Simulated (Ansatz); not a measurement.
## O on Cu(111): change of the work function

Aim: the work function of Cu(111) at several coverages of O (fcc site), and the dipole that each adsorbate carries.

Program: Ansatz 0.2.0. Level of theory: plane-wave DFT, PBE, Ansatz PAW. Results are calculated unless marked as measured.

### Step 1. The structure

The cell holds 4 atoms: 4 Cu. Its edges and angles: a = 2.553 Å, b = 2.553 Å, c = 24.253 Å, α = 90.0°, β = 90.0°, γ = 60.0°. Vacuum lies along c.

### Step 2. The clean slab

The bare slab comes first, as the zero from which every change is counted. The two lowest layers are held at bulk places and the upper ones relax. The dipole correction removes the false field that a one-sided slab makes across the periodic vacuum, so each face gets a flat vacuum level of its own.

The input, input.yaml:

```yaml
crystal:
  lattice:
    - [2.5526554801, 0.0, 0.0]
    - [1.27632774, 2.2106644929, 0.0]
    - [0.0, 0.0, 24.2527034153]
  atoms:
    - { symbol: Cu, position: [0.0, 0.0, 0.3710926508] }
    - { symbol: Cu, position: [0.3333333333, 0.3333333333, 0.4570308836] }
    - { symbol: Cu, position: [0.6666666667, 0.6666666667, 0.5429691164] }
    - { symbol: Cu, position: [0.0, 0.0, 0.6289073492] }
kpoints:
  mp_grid: { grid: [12, 12, 1] }
hamiltonian:
  xc: pbe
scf:
  occupations: { method: fermi_dirac, width: 0.1 }
  convergence: { dr2_threshold: 1.0e-08 }
efield:
  axis: 3
  dipole_correction: true
  ramp_position: 0.97
  ramp_width: 0.06
relax:
  f_tol: 0.02
  max_steps: 60
  constraints: [{ sites: [0, 1] }]
output:
  write_potential: true
  write_density: true
  volumetric_format: npy
```

Command:

```sh
ansatz run input.yaml --threads 4 --pin off --max-ram 6144MiB --backend cpu --events-out ev --progress --plain --runs-dir out
```

Numbers of over 12 decimals in the logs are rounded to 6 here.

Log:

```text
Engine: ansatz 0.2.0, aarch64-unknown-linux-gnu
Pseudopotentials: kind: paw
Pseudopotential: Cu, paw, valence charge 19, recommended cutoff 420 eV (normal), Cu.paw.azcp
Functional definition: PBE
  parameter kappa = 0.804
  parameter beta = 0.066725
  exchange = pbe_x(kappa = kappa, mu = beta*pi^2/3)
  correlation = pbe_c(beta = beta)
Crystal: 4 atoms, lattice volume = 136.860 Å³
Basis set: ecut = 420 eV, 2739 PW (Γ), exchange–correlation on 36×36×360 points (8 copies of the dense FFT grid, shifted against one another)
Bands: 46, of which v1, the nominal top of the filled ones, is band 38 counted from 1 (37 counted from 0)
Symmetry: 6 space group operations
k-points: 19 of 144 (time reversal used)
Non-local potential: Cu, projectors of the file, l = 0: 3, l = 1: 2, l = 2: 3, l = 3: 1
PAW form: soft (Blöchl's): semilocal exchange-correlation on the pseudo side does not see the compensation charge
PAW one-centre angular grid: Cu, 590 points (default); XC on 64 Gauss nodes
Initial density: superposition of atomic densities (neutral atoms: chi_scale 0, normalization atom), corrected by the library's trained network
Initial wavefunctions: pseudopotential atomic-orbital guess
Functional: x = pbe(κ = 0.804, μ = 0.219515), c = pbe(β = 0.066725)
SCF iter   1: F=—  HF=-26499.782585 eV  |F-HF|=—  |Δ(HF+E_count)|=         —  Δρ=1.47e-3  dr2=6.66e-3  ethr=1.77e-3  p=0.000 e·Å  D=5.28e-14 V/Å  ΔV_dip=-0.00 eV  dr2_dipole=2.84e-8  V_vac-E_F(+/−)=4.73/4.73 eV  ⟨swp⟩=8.5  Hψ=3842  notcnv=0  defer=14
efield: sawtooth ramp at fractional position 0.9700 (set: `efield.ramp_position`, or a place that a band, a saddle search or an elastic batch's reference lends), width 0.0600; the density the first Hamiltonian is built on has a dipole p = 0.000 e·Å; the dipole correction subtracts the counter field D = 5.28e-14 V/Å, which shifts the + side's vacuum level by -0.00 eV against the − side's; the planar-averaged density in the ramp window peaks in size at 4.1e-5 e/Å³
preconditioner: auto → LDOS  [insulator: Δε(μ)=0.354 eV  Ē_g=8.430 eV  σ=0.100 eV  W_gap=0.62  n_scr=18 (ndim 8)  ℏωp=21.1 eV  f_vac=0.614  D(μ)=1.13/eV (n_scr^D=8)  ε∞_Penn≈7.2  β→1.0]
SCF iter   2: F=—  HF=-26499.789734 eV  |F-HF|=—  |Δ(HF+E_count)|=   7.15e-3  Δρ=2.64e-3  dr2=1.12e-2  ethr=8.77e-6  p=0.000 e·Å  D=7.48e-6 V/Å  ΔV_dip=-0.00 eV  dr2_dipole=6.76e-8  V_vac-E_F(+/−)=4.82/4.82 eV  ⟨swp⟩=2.9  Hψ=2151  notcnv=0  defer=27
SCF iter   3: F=—  HF=-26499.788157 eV  |F-HF|=—  |Δ(HF+E_count)|=   1.58e-3  Δρ=2.15e-3  dr2=3.58e-3  ethr=8.77e-6  p=-0.000 e·Å  D=-6.61e-6 V/Å  ΔV_dip=0.00 eV  dr2_dipole=3.88e-9  V_vac-E_F(+/−)=4.78/4.78 eV  ⟨swp⟩=2.1  Hψ=1535  notcnv=0  defer=27
SCF iter   4: F=—  HF=-26499.787339 eV  |F-HF|=—  |Δ(HF+E_count)|=   8.18e-4  Δρ=2.43e-4  dr2=1.31e-4  ethr=4.72e-6  p=-0.000 e·Å  D=-1.37e-6 V/Å  ΔV_dip=0.00 eV  dr2_dipole=1.46e-9  V_vac-E_F(+/−)=4.77/4.77 eV  ⟨swp⟩=2.0  Hψ=1282  notcnv=0  defer=27
SCF iter   5: F=—  HF=-26499.787325 eV  |F-HF|=—  |Δ(HF+E_count)|=   1.44e-5  Δρ=1.75e-4  dr2=3.18e-5  ethr=1.73e-7  p=-0.000 e·Å  D=-7.33e-8 V/Å  ΔV_dip=0.00 eV  dr2_dipole=8.30e-13  V_vac-E_F(+/−)=4.78/4.78 eV  ⟨swp⟩=2.1  Hψ=1339  notcnv=0  defer=27
SCF iter   6: F=—  HF=-26499.787338 eV  |F-HF|=—  |Δ(HF+E_count)|=   1.32e-5  Δρ=1.60e-4  dr2=2.49e-5  ethr=4.18e-8  p=0.000 e·Å  D=1.04e-7 V/Å  ΔV_dip=-0.00 eV  dr2_dipole=1.87e-12  V_vac-E_F(+/−)=4.78/4.78 eV  ⟨swp⟩=2.3  Hψ=1426  notcnv=0  defer=27
SCF iter   7: F=—  HF=-26499.787336 eV  |F-HF|=—  |Δ(HF+E_count)|=   1.60e-6  Δρ=5.82e-5  dr2=3.29e-6  ethr=3.27e-8  p=0.000 e·Å  D=4.69e-8 V/Å  ΔV_dip=-0.00 eV  dr2_dipole=3.96e-12  V_vac-E_F(+/−)=4.78/4.78 eV  ⟨swp⟩=2.3  Hψ=1131  notcnv=0  defer=27
SCF iter   8: F=—  HF=-26499.787328 eV  |F-HF|=—  |Δ(HF+E_count)|=   7.87e-6  Δρ=1.25e-5  dr2=1.97e-7  ethr=4.33e-9  p=-0.000 e·Å  D=-1.05e-8 V/Å  ΔV_dip=0.00 eV  dr2_dipole=2.53e-13  V_vac-E_F(+/−)=4.78/4.78 eV  ⟨swp⟩=2.1  Hψ=1227  notcnv=0  defer=27
SCF iter   9: F=-26499.787329 eV  HF=-26499.787329 eV  |F-HF|=4.33e-9  |Δ(HF+E_count)|=   1.91e-7  Δρ=2.15e-6  dr2=4.92e-9  ethr=1.32e-11  p=0.000 e·Å  D=1.18e-7 V/Å  ΔV_dip=-0.00 eV  dr2_dipole=2.32e-12  V_vac-E_F(+/−)=4.79/4.79 eV  ⟨swp⟩=8.4  Hψ=6816  notcnv=0
SCF 1 converged in 9 iterations: F = -26499.787329 eV  dr2 = 4.92e-9
  greatest PAW one-centre occupation: 1.000 electrons in one spin orbital (limit 2), on the Cu atom at site 3 (counted from 0), in its partial waves of l = 0
relax step   1: F+E_penalty+E_count = -26499.78732861 eV  Δ(F+E_penalty+E_count) = +0.000e0 eV  max|allowed force component| = 1.263e-2 eV/Å  Δτ_max = 0.0000 Å  (9 SCF iters, accepted)
NSCF: frozen V_eff on 19 k-points
the band table was solved once a step of the walk had ended and its energy, with any forces and stress, was formed, with the checks that follow a solve (4565 applications of the Hamiltonian). They found nothing against the state; the energy, forces and stress were not computed again (output.eigenvalues in the input reference)
WARN: The input density's exchange-correlation potential varies sharply where the density is thin. Do not read a vacuum level from v_tot or v_xc, or from such a field of the output density. On a cell that repeats whose density bears no net charge and no dipole along the vacuum's axis use v_es (v_loc + v_h of the components); under efield.dipole_correction with no amplitude use v_es + v_field, which holds any external [...]
SCF converged after 9 iterations
Free energy (F): -26499.787329 eV
Harris-Foulkes:  -26499.787329 eV  (|F-HF|=4.33e-9)
Internal energy: -26499.748950 eV  (E = F + TS)
E sigma→0 (E₀):  -26499.768139 eV
Entropy (-TS):   -0.038378 eV (-9.595 meV/atom)
Fermi energy:    2.702448 eV
Dipole field:    D = -0.000002 V/Å  (p = -0.000002 e·Å, saw-weighted, corrected)
Work function:   Φ+ = 4.7859 eV   Φ− = 4.7858 eV
Levels:          The Fermi level and band energies are counted from a zero that moves with the ramp; work functions are not
--- Per-component energies (eV) ---
  E_band       = -2495.104486
  E_kinetic    = 1198.592196
  E_local      = -181627.940614  (includes V_loc(G=0)·N_el)
  E_nonlocal   = 1563.718189
  E_hartree    = 89322.477505
  E_xc         = -355.976173
  E_vxc        = -459.154347  (∫ρ·V_xc dr)
  E_paw        = -6655.772123  (= ΣΔE_a)
  E_vpaw       = -1815.295434  (= ΣTr[D̂ρ^β])
  E_aug_tail   = 0.001085  (compensation charges beyond the density's cutoff)
  E_efield     = 0.000000  (sawtooth field / dipole correction)
  E_vefield    = 0.000000  (∫n·V_field dr)
  E_ewald      = 70055.150985
  E_smearing   = -0.038378  (= −TS)
  E_closure    = -0.000000  (closes the sum)
  Σ components = -26499.787329   (vs F -26499.787329, Δ=0.00e0)
--- Forces (eV/Å), atoms counted from 1 ---
  atom   1  Cu     0.00000000     0.00000000     0.01262881
  atom   2  Cu     0.00000000     0.00000000     0.00864269
  atom   3  Cu    -0.00000000     0.00000000    -0.00864295
  atom   4  Cu     0.00000000    -0.00000000    -0.01263010
  max |Σ_I F_I| component: 1.56e-6 eV/Å
--- Band table (eV; the first three rows and the last of 19) ---
  k-point 0: bands = [... 34 lower, 0.7015, 0.9883, 0.9883, 1.1278, 1.1278, 1.4792, 2.4508, 6.9317, ... 4 higher]
  k-point 1: bands = [... 34 lower, 0.7069, 0.7722, 0.9591, 0.9858, 1.1309, 1.9111, 3.0010, 7.1104, ... 4 higher]
  k-point 2: bands = [... 34 lower, 0.6428, 0.7099, 0.9780, 1.1384, 1.2113, 2.6414, 4.1277, 7.6456, ... 4 higher]
  k-point 18: bands = [... 34 lower, 1.0442, 1.0505, 6.1270, 6.3749, 6.3749, 7.1516, 7.1516, 7.9011, ... 4 higher]
--- Relaxed structure (1 steps of the walk, 1 accepted, 0 SCFs on fresh bases) ---
  F+E_penalty+E_count = -26499.78732861 eV   max|allowed force component| = 1.263e-2 eV/Å
  atoms:
    - { symbol: Cu, position: [0.0, 0.0, 0.3710926508] }
    - { symbol: Cu, position: [0.333333, 0.333333, 0.4570308836] }
    - { symbol: Cu, position: [0.666667, 0.666667, 0.5429691164] }
    - { symbol: Cu, position: [0.0, 0.0, 0.6289073492] }
```

Elapsed: 3.6 s, on 4 threads of Arm Neoverse V2, shared host; peak memory 0.46 GiB; 13 s of CPU time.

Hardly anything moved in the relaxation; the energy changed by under 0.2 meV an atom.

This step gave:

| Item | Value |
| --- | --- |
| energy at zero smearing | -26499.7681 eV |
| work function, upper face | 4.786 eV |
| dipole along the normal | -1.78e-6 e·Å |

Running mean over 2.084 Å of the planar mean; the ramp of the sawtooth is left out. The electron's electrostatic potential energy less the Fermi level by z:

```csv
z (Å),electron's electrostatic potential energy less the Fermi level (eV)
3.0,4.79
3.5,4.79
4.0,4.79
4.5,4.78
5.0,4.78
5.5,4.77
6.0,4.73
6.5,4.60
7.0,4.11
7.5,2.00
8.0,-2.75
8.5,-7.12
9.0,-8.54
9.5,-8.74
10.0,-8.78
10.5,-8.81
11.0,-8.83
11.5,-8.82
12.0,-8.81
12.5,-8.81
13.0,-8.82
13.5,-8.82
14.0,-8.79
14.5,-8.76
15.0,-8.69
15.5,-8.16
16.0,-5.25
16.5,-0.203
17.0,3.41
17.5,4.43
18.0,4.68
18.5,4.76
19.0,4.78
19.5,4.78
20.0,4.79
20.5,4.79
21.0,4.79
```

The work function of the upper face is 4.79 eV.

[end of part 1 of 3]

[Logs are printed without paths, hosts, clocks, repeated set-up lines and the standing remarks that a program may print on its own settings, such as how far it seeks lower states.]

[Hosts, paths, dates, database ids (printed as entryN), source tags and the programs' standing remarks are cut or masked in the printed files.]

[Maps of the electrostatic potential energy from Ansatz leave out the sawtooth potential of an applied field or a dipole correction, so their vacuum need not be flat; planar profiles and work functions include it.]
